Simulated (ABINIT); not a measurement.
# Completion of the band sum in GW: Ba2TaBiO6 (R-3)

Wanted: gap and time of Ba2TaBiO6 (R-3) with truncated and completed band sums.

Main program and level: ABINIT 10.8.3; LDA and many-body steps on it, plane waves.

### 1. The starting structure

Symmetry: R-3, No. 148, trigonal system. The conventional cell has a = 6.151 Å, b = 6.151 Å, c = 14.869 Å, α = 90.00°, β = 90.00°, γ = 120.00°. Ba has 12 O at 2.76 to 3.40 Å nearest. Nearest to Ta lie 6 O at 2.01 Å. Nearest to Bi lie 6 O at 2.36 Å. Nearest to O lie 1 Ta at 2.01 Å and 1 Bi at 2.36 Å and 4 Ba at 2.76 to 3.40 Å. Farther neighbours, and contacts between anions beyond the nearest, are not listed.

Structure file:

```cif
data_structure
_symmetry_space_group_name_H-M 'P 1'
_symmetry_Int_Tables_number 1
_cell_length_a 6.0973
_cell_length_b 6.0973
_cell_length_c 6.0973
_cell_angle_alpha 60.587
_cell_angle_beta 60.587
_cell_angle_gamma 60.587
_cell_volume 162.41
loop_
_atom_site_label
_atom_site_type_symbol
_atom_site_fract_x
_atom_site_fract_y
_atom_site_fract_z
_atom_site_occupancy
Ba1 Ba 0.74882 0.74882 0.74882 1
Ba2 Ba 0.25118 0.25118 0.25118 1
Ta3 Ta 0.50000 0.50000 0.50000 1
Bi4 Bi 0.00000 0.00000 0.00000 1
O5 O 0.72551 0.21886 0.32204 1
O6 O 0.21886 0.32204 0.72551 1
O7 O 0.32204 0.72551 0.21886 1
O8 O 0.27449 0.78114 0.67797 1
O9 O 0.67797 0.27449 0.78114 1
O10 O 0.78114 0.67797 0.27449 1
```

The cell and positions are those that the Materials Project relaxed with its own functionals (PBE, PBE+U or r2SCAN), kept fixed.

### 2. Empty states on the mesh, 2×2×2 mesh, 293 bands

This step: ABINIT 10.8.3; DFT, LDA, plane waves, norm-conserving pseudopotentials.

The sums over transitions need many empty states on a uniform mesh; this step solves for them.

File run.abi:

```
acell 3*1.0 Angstrom
rprim 
  3.075626834241 1.775713980676 4.956223105800
  -3.075626834241 1.775713980676 4.956223105800
  0.000000000000 -3.551427961352 4.956223105800
ntypat 4
znucl 56 73 83 8
natom 10
typat 1 1 2 3 4 4 4 4 4 4
xred 
  0.748816000000 0.748816000000 0.748816000000
  0.251184000000 0.251184000000 0.251184000000
  0.500000000000 0.500000000000 0.500000000000
  0.000000000000 0.000000000000 0.000000000000
  0.725510000000 0.218856000000 0.322035000000
  0.218856000000 0.322035000000 0.725510000000
  0.322035000000 0.725510000000 0.218856000000
  0.274490000000 0.781144000000 0.677965000000
  0.677965000000 0.274490000000 0.781144000000
  0.781144000000 0.677965000000 0.274490000000
pp_dirpath "pseudos"
pseudos "Ba.upf, Ta.upf, Bi.upf, O.upf"
ecut 36
ngkpt 2 2 2
nshiftk 1
shiftk 0 0 0
kptopt 1
chksymbreak 0
iscf -2
irdden 1
istwfk *1
nband 293
nbdbuf 26
tolwfr 1e-09
nstep 60
prtvol 0
indata_prefix "in"
outdata_prefix "out"
tmpdata_prefix "tmp"
```

Command:

```console
$ OMP_NUM_THREADS=1 mpirun -n 8 abinit run.abi > log
```

Log:

```text
.Version 10.8.3 of ABINIT. v10.8.2 released Aug 2026.

 Symmetries : space group R-3 (#148); Bravais hR (rhombohedral)
[... echo of the input left out ...]
== DATASET  1 ==================================================================
-   mpi_nproc: 8, omp_nthreads: 1 (-1 if OMP is not activated)
-    --> not optimal distribution: autoparal keyword recommended in input file <--

--- !DatasetInfo
iteration_state: {dtset: 1, }
dimensions: {natom: 10, nkpt: 4, mband: 293, nsppol: 1, nspinor: 1, nspden: 1, mpw: 11312, }
cutoff_energies: {ecut:  36.0, pawecutdg:  -1.0, }
[...]
2.57267    2.57267    2.58102    2.58795    2.58870    2.58870    2.60847    2.62449
   2.62461    2.63130    2.63130    2.63600    2.63600    2.66230    2.66713    2.67890
   2.67896    2.69597    2.69661    2.69814    2.69950
 prteigrs : prtvol=0 or 1, do not print more k-points.

== END DATASET(S) ==============================================================
================================================================================

 -outvars: echo values of variables after computation  --------
            nband         293
             nkpt           4
          spgroup         148
 [... the other variables as echoed above ...]

 Calculation completed.
```

Elapsed: 3.8 min, on 8 MPI ranks of Intel Xeon 6975P-C (Granite Rapids), shared host; peak memory 0.98 GiB; 30 min of CPU time.

Read from the output:

```yaml
gap: 2.566 eV
k_of_the_valence_top: 0.5, 0.5, 0.5
k_of_the_conduction_bottom: 0.5, 0, 0
least_direct_gap: 2.595 eV
k_points_computed: 4
lowest_point_of_the_top_converged_band_above_the_valence_top: 63.1277 eV
```

On this mesh the gap is 2.566 eV.

The density comes from a self-consistent run that is not shown.

### 3. Screening, 2×2×2 mesh, 267 bands, screening to 152.4 eV

The RPA dielectric matrix is built and inverted for each q.

This step: RPA screening on LDA, plane waves, norm-conserving pseudopotentials.

Changes to run.abi since step 2:

```diff
@@ -28,10 +28,11 @@
 chksymbreak 0
-iscf -2
-irdden 1
 istwfk *1
-nband 293
-nbdbuf 26
-tolwfr 1e-09
-nstep 60
-prtvol 0
+occopt 1
+irdwfk 1
+optdriver 3
+nband 267
+ecuteps 5.6
+inclvkb 2
+awtr 1
+symchi 1
 indata_prefix "in"
```

Log:

```text
.Version 10.8.3 of ABINIT. v10.8.2 released Aug 2026.

 Symmetries : space group R-3 (#148); Bravais hR (rhombohedral)
[... echo of the input left out ...]
== DATASET  1 ==================================================================
-   mpi_nproc: 8, omp_nthreads: 1 (-1 if OMP is not activated)

--- !DatasetInfo
iteration_state: {dtset: 1, }
dimensions: {natom: 10, nkpt: 4, mband: 267, nsppol: 1, nspinor: 1, nspden: 1, mpw: 11312, }
cutoff_energies: {ecut:  36.0, pawecutdg:  -1.0, }
electrons: {nelect:   8.40000000E+01, charge:   0.00000000E+00, occopt:   1.00000000E+00, tsmear:   1.00000000E-02, }

 SCREENING: Calculation of the susceptibility and dielectric matrices

 Based on a program developped by R.W. Godby, V. Olevano, G. Onida, and L. Reining.
 Incorporated in ABINIT by V. Olevano, G.-M. Rignanese, and M. Torrent.
.Using double precision arithmetic ; gwpc =  8

[... cell and pseudopotentials left out ...]
--------------------------------------------------------------------------------

 ==== K-mesh for the wavefunctions ====
 Number of points in the irreducible wedge :     4
[... list of points left out ...]
 Together with  6 symmetry operations and time-reversal symmetry
 yields     8 points in the full Brillouin Zone.

 ==== Q-mesh for the screening function ====
 Number of points in the irreducible wedge :     4
[... list of points left out ...]
 Together with  6 symmetry operations and time-reversal symmetry
 yields     8 points in the full Brillouin Zone.

 setmesh: FFT mesh size selected  =    45x   45x   45
          total number of points  =        91125

 vcoul_init : cutoff-mode = AUXILIARY_FUNCTION
 q-points for optical limit:   1
     1)      0.000010    0.000020    0.000030

- screening: taking advantage of time-reversal symmetry
- Maximum band index for partially occupied states nbvw = 42
- Remaining bands to be divided among processors   nbcw = 225
- Number of bands treated by each node ~28

 Number of electrons calculated from density =   84.0000; Expected =   84.0000
 average of density, n =  0.076643
 r_s =    1.4604
 omega_plasma =   26.7050 [eV]

 calculating chi0 at frequencies [eV] :
  1    0.000000E+00    0.000000E+00
  2    0.000000E+00    2.670500E+01

--------------------------------------------------------------------------------
  q-point number  1        q = ( 0.000000, 0.000000, 0.000000) [r.l.u.]
--------------------------------------------------------------------------------
[... chi0 elements left out ...]
 For q-point:  0.000010 0.000020 0.000030
  dielectric constant =   6.5523
  dielectric constant without local fields =   7.1906

  Average fulfillment of the sum rule on Im[epsilon] for q-point    1 :     74.46  [%]
[... wings left out ...]
  q-point number  2        q = ( 0.500000, 0.000000, 0.000000) [r.l.u.]
--------------------------------------------------------------------------------
[... chi0 elements left out ...]
  Average fulfillment of the sum rule on Im[epsilon] for q-point    2 :     80.64  [%]

 [... 2 further q-points ...]
```

Elapsed: 2 min, on 8 MPI ranks; peak memory 6 GiB; 16 min of CPU time.

Read from the output:

```
ε∞ with local fields, on this mesh    : 6.552
ε∞ without local fields, on this mesh : 7.191
plasma frequency                      : 26.70 eV
plane waves in the screening matrix   : 711
```

Local fields lower ε∞ by 9 %. On a Γ-centred mesh this coarse the value itself is usually too large, while a short band sum pulls it down.

### 4. 267 bands

The self-energy is evaluated for the states that the input lists, and the quasiparticle equation is solved.

This step: G0W0 on LDA, plane waves, norm-conserving pseudopotentials.

Changes to run.abi since step 3:

```diff
@@ -31,8 +31,19 @@
 irdwfk 1
-optdriver 3
+optdriver 4
 nband 267
+gwcalctyp 0
+ecutsigx 36
+symsigma 1
+nkptgw 3
+kptgw 
+  0.5000000000 0.5000000000 0.5000000000
+  0.5000000000 0.0000000000 0.0000000000
+  0.0000000000 0.0000000000 0.0000000000
+bdgw 
+  41 45
+  41 44
+  40 44
 ecuteps 5.6
-inclvkb 2
-awtr 1
-symchi 1
+irdscr 1
+ppmodel 1
 indata_prefix "in"
```

Log:

```text
.Version 10.8.3 of ABINIT. v10.8.2 released Aug 2026.

 Symmetries : space group R-3 (#148); Bravais hR (rhombohedral)
[... echo of the input left out ...]
== DATASET  1 ==================================================================
-   mpi_nproc: 8, omp_nthreads: 1 (-1 if OMP is not activated)

--- !DatasetInfo
iteration_state: {dtset: 1, }
dimensions: {natom: 10, nkpt: 4, mband: 267, nsppol: 1, nspinor: 1, nspden: 1, mpw: 11312, }
cutoff_energies: {ecut:  36.0, pawecutdg:  -1.0, }
electrons: {nelect:   8.40000000E+01, charge:   0.00000000E+00, occopt:   1.00000000E+00, tsmear:   1.00000000E-02, }

 SIGMA: Calculation of the GW corrections

 Based on a program developped by R.W. Godby, V. Olevano, G. Onida, and L. Reining.
 Incorporated in ABINIT by V. Olevano, G.-M. Rignanese, and M. Torrent.
.Using double precision arithmetic ; gwpc =  8

[... cell and pseudopotentials left out ...]
--------------------------------------------------------------------------------

 ==== K-mesh for the wavefunctions ====
 Number of points in the irreducible wedge :     4
[... list of points left out ...]
 Together with  6 symmetry operations and time-reversal symmetry
 yields     8 points in the full Brillouin Zone.

 ==== Q-mesh for screening function ====
 Number of points in the irreducible wedge :     4
[... list of points left out ...]
 Together with  6 symmetry operations and time-reversal symmetry
 yields     8 points in the full Brillouin Zone.

 vcoul_init : cutoff-mode = AUXILIARY_FUNCTION
 q-points for optical limit:   1
     1)      0.000010    0.000020    0.000030
 setmesh: FFT mesh size selected  =    64x   64x   64
          total number of points  =       262144

 Number of electrons calculated from density =   84.0000; Expected =   84.0000
 average of density, n =  0.076643
 r_s =    1.4604
 omega_plasma =   26.7050 [eV]

 === KS Band Gaps ===
  >>>> For spin  1
   Minimum direct gap =   2.5944 [eV], located at k-point      :   0.5000  0.0000  0.0000
   Fundamental gap    =   2.5660 [eV], Top of valence bands at :   0.5000  0.5000  0.5000
                                       Bottom of conduction at :   0.5000  0.0000  0.0000
 SIGMA fundamental parameters:
 PLASMON POLE MODEL  1
 number of plane-waves for SigmaX                11299
 number of plane-waves for SigmaC and W            711
 number of plane-waves for wavefunctions         11299
 number of bands                                   267
 number of independent spin polarizations            1
 number of spinorial components                      1
 number of k-points in IBZ                           4
 number of q-points in IBZ                           4
 number of symmetry operations                       6
 number of k-points in BZ                            8
 number of q-points in BZ                            8
 number of frequencies for dSigma/dE                 9
 frequency step for dSigma/dE [eV]                0.25
 number of omega for Sigma on real axis              0
 max omega for Sigma on real axis  [eV]           0.00
 zcut for avoiding poles [eV]                     0.10

 EPSILON^-1 parameters (SCR file):
 dimension of the eps^-1 matrix on file            711
 dimension of the eps^-1 matrix used               711
 number of plane-waves for wavefunctions         11299
 number of bands                                   267
 number of q-points in IBZ                           4
 number of frequencies                               2
 number of real frequencies                          1
 number of imag frequencies                          1

 matrix elements of self-energy operator (all in [eV])

 Perturbative Calculation

--- !SelfEnergy_ee
iteration_state: {dtset: 1, }
kpoint     : [   0.500,    0.500,    0.500, ]
spin       : 1
KS_gap     :    2.705
QP_gap     :    3.766
Delta_QP_KS:    1.062
data: !SigmaeeData |
     Band     E0 <VxcDFT>   SigX SigC(E0)      Z dSigC/dE  Sig(E)    E-E0       E
       41   4.319 -18.520 -23.380   4.820   0.764  -0.308 -18.550  -0.030   4.289
       42   5.829 -19.904 -23.138   3.383   0.784  -0.275 -19.787   0.117   5.946
       43   8.534 -14.126  -9.278  -3.416   0.823  -0.215 -12.948   1.179   9.713
       44   8.985 -14.588  -9.738  -3.364   0.822  -0.217 -13.367   1.221  10.206
       45   8.985 -14.588  -9.738  -3.364   0.822  -0.217 -13.367   1.221  10.206

--- !SelfEnergy_ee
iteration_state: {dtset: 1, }
kpoint     : [   0.500,    0.000,    0.000, ]
spin       : 1
KS_gap     :    2.594
QP_gap     :    3.664
Delta_QP_KS:    1.069
data: !SigmaeeData |
     Band     E0 <VxcDFT>   SigX SigC(E0)      Z dSigC/dE  Sig(E)    E-E0       E
       41   4.596 -18.752 -23.459   4.719   0.765  -0.307 -18.743   0.010   4.606
[...]
--- !SelfEnergy_ee
iteration_state: {dtset: 1, }
kpoint     : [   0.000,    0.000,    0.000, ]
spin       : 1
KS_gap     :    3.957
QP_gap     :    4.845
Delta_QP_KS:    0.888
data: !SigmaeeData |
     Band     E0 <VxcDFT>   SigX SigC(E0)      Z dSigC/dE  Sig(E)    E-E0       E
[...]
42   5.059 -19.192 -23.294   4.203   0.771  -0.298 -19.114   0.077   5.136
       43   9.016 -13.028  -8.888  -2.974   0.828  -0.208 -12.062   0.966   9.982
       44   9.195 -15.313  -9.486  -3.918   0.813  -0.230 -13.762   1.551  10.746

== END DATASET(S) ==============================================================
================================================================================

 -outvars: echo values of variables after computation  --------
           etotal      0.0000000000E+00
            nband         267
             nkpt           4
          spgroup         148
 [... the other variables as echoed above ...]

 Calculation completed.
```

The job ended after 74 s (8 MPI ranks; peak memory 3.8 GiB).

This step gave:

* G0W0 gap on the mesh: 3.628 eV
* starting gap on the mesh: 2.566 eV
* k of the valence top: 0.5, 0.5, 0.5
* k of the conduction bottom: 0.5, 0, 0
* Z at the valence top: 0.784
* Z at the conduction bottom: 0.825
* least direct G0W0 gap on the computed points: 3.663 eV

The gap on the mesh goes from 2.57 eV to 3.63 eV, a correction of +1.06 eV.

### 5. Screening, 2×2×2 mesh, 62 bands, screening to 152.4 eV

This step: RPA screening on LDA, plane waves, norm-conserving pseudopotentials.

Changes to run.abi since step 4:

```diff
@@ -31,19 +31,8 @@
 irdwfk 1
-optdriver 4
-nband 267
-gwcalctyp 0
-ecutsigx 36
-symsigma 1
-nkptgw 3
-kptgw 
-  0.5000000000 0.5000000000 0.5000000000
-  0.5000000000 0.0000000000 0.0000000000
-  0.0000000000 0.0000000000 0.0000000000
-bdgw 
-  41 45
-  41 44
-  40 44
+optdriver 3
+nband 62
 ecuteps 5.6
-irdscr 1
-ppmodel 1
+inclvkb 2
+awtr 1
+symchi 1
 indata_prefix "in"
```

Log:

```text
.Version 10.8.3 of ABINIT. v10.8.2 released Aug 2026.

 Symmetries : space group R-3 (#148); Bravais hR (rhombohedral)
[... echo of the input left out ...]
== DATASET  1 ==================================================================
-   mpi_nproc: 8, omp_nthreads: 1 (-1 if OMP is not activated)

--- !DatasetInfo
iteration_state: {dtset: 1, }
dimensions: {natom: 10, nkpt: 4, mband: 62, nsppol: 1, nspinor: 1, nspden: 1, mpw: 11312, }
cutoff_energies: {ecut:  36.0, pawecutdg:  -1.0, }
electrons: {nelect:   8.40000000E+01, charge:   0.00000000E+00, occopt:   1.00000000E+00, tsmear:   1.00000000E-02, }

 SCREENING: Calculation of the susceptibility and dielectric matrices

 Based on a program developped by R.W. Godby, V. Olevano, G. Onida, and L. Reining.
 Incorporated in ABINIT by V. Olevano, G.-M. Rignanese, and M. Torrent.
.Using double precision arithmetic ; gwpc =  8

[... cell and pseudopotentials left out ...]
--------------------------------------------------------------------------------

 ==== K-mesh for the wavefunctions ====
 Number of points in the irreducible wedge :     4
[... list of points left out ...]
 Together with  6 symmetry operations and time-reversal symmetry
 yields     8 points in the full Brillouin Zone.

 ==== Q-mesh for the screening function ====
 Number of points in the irreducible wedge :     4
[... list of points left out ...]
 Together with  6 symmetry operations and time-reversal symmetry
 yields     8 points in the full Brillouin Zone.

 setmesh: FFT mesh size selected  =    45x   45x   45
          total number of points  =        91125

 vcoul_init : cutoff-mode = AUXILIARY_FUNCTION
 q-points for optical limit:   1
     1)      0.000010    0.000020    0.000030

- screening: taking advantage of time-reversal symmetry
- Maximum band index for partially occupied states nbvw = 42
- Remaining bands to be divided among processors   nbcw = 20
- Number of bands treated by each node ~2

 Number of electrons calculated from density =   84.0000; Expected =   84.0000
 average of density, n =  0.076643
 r_s =    1.4604
 omega_plasma =   26.7050 [eV]

 calculating chi0 at frequencies [eV] :
  1    0.000000E+00    0.000000E+00
  2    0.000000E+00    2.670500E+01

--------------------------------------------------------------------------------
  q-point number  1        q = ( 0.000000, 0.000000, 0.000000) [r.l.u.]
--------------------------------------------------------------------------------
[... chi0 elements left out ...]
 For q-point:  0.000010 0.000020 0.000030
  dielectric constant =   6.1699
  dielectric constant without local fields =   6.6793

  Average fulfillment of the sum rule on Im[epsilon] for q-point    1 :     18.05  [%]
[... wings left out ...]
  q-point number  2        q = ( 0.500000, 0.000000, 0.000000) [r.l.u.]
--------------------------------------------------------------------------------
[... chi0 elements left out ...]
  Average fulfillment of the sum rule on Im[epsilon] for q-point    2 :     26.49  [%]

 [... 2 further q-points ...]
```

It took 19 s on 8 MPI ranks; peak memory 4.1 GiB.

Read from the output:

```
ε∞ with local fields, on this mesh    : 6.170
ε∞ without local fields, on this mesh : 6.679
plasma frequency                      : 26.70 eV
plane waves in the screening matrix   : 711
```

(Continued in part 2 of 2.)

[Long decimals in the printed logs are rounded to 6 places.]

[Logs are printed without paths, hosts, clocks, repeated set-up lines and the standing remarks that a program may print on its own settings, such as how far it seeks lower states.]

[Paths, hosts, dates, memory and timing lines, banners, echoed tables and standing remarks are left out of the program output; an Ansatz launch command may be rebuilt from the run's recorded settings. Measured values are a selection of at most five: reports struck by readers or far from the other reports are left out. None is set beside runs whose start may be inverted or whose files or cutoffs have a known fault.]

[Runs of the session that timed out or met a known fault of the program may be left out.]

[Hosts, paths, dates, database ids (printed as entryN), source tags and the programs' standing remarks are cut or masked in the printed files.]

[G0W0 gaps are taken among the corrected bands and points alone; a level outside them can change the order at an edge.]

[Where Ansatz stands beside ABINIT at settings called matched, ABINIT's density can come from a denser mesh and the files from another edition; pairs whose starting gaps differed by over 0.03 eV were left out, so agreement reads better than it is.]
